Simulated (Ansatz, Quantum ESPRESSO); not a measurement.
# arsenene, 1 layer: the energy at a withheld member of a series

**Set-up.** Quantum ESPRESSO 7.5, PBE, GBRV ultrasoft. Cell and atoms are first relaxed; each strained cell is then held and the atoms relax in it. A periodic run with 15 Å of vacuum in the starting cell gives the vacuum levels, and bands follow along a path. The series steps biaxial strain. Energies count from the lowest.

```
biaxial strain  energy (eV)
          -4 %       0.0787
          -3 %       0.0436
          -1 %       0.0050
           0 %       0.0000
           1 %       0.0037
           2 %       0.0156
           3 %       0.0350
           4 %       0.0615
```

One more run was made and is withheld. What is the energy at −2 %?

**Worked estimate.** The rows at -3 % and -1 % give a slope of (0.0050 − (0.0436))/(−1 − (−3)) = −0.0193, so a straight line gives 0.0243 eV. A parabola through these and the row at -4 % gives 0.0190 eV.

**The withheld run.** 0.0193 eV. The line misses by +0.0050 and the parabola by −0.0003 eV. The parabola does better.

**Limits.** Semilocal gaps are too small; the 1×1 cell can't ripple over many cells under compression as a free sheet would. No spin-orbit coupling.

[Logs are printed without paths, hosts, clocks, repeated set-up lines and the standing remarks that a program may print on its own settings, such as how far it seeks lower states.]
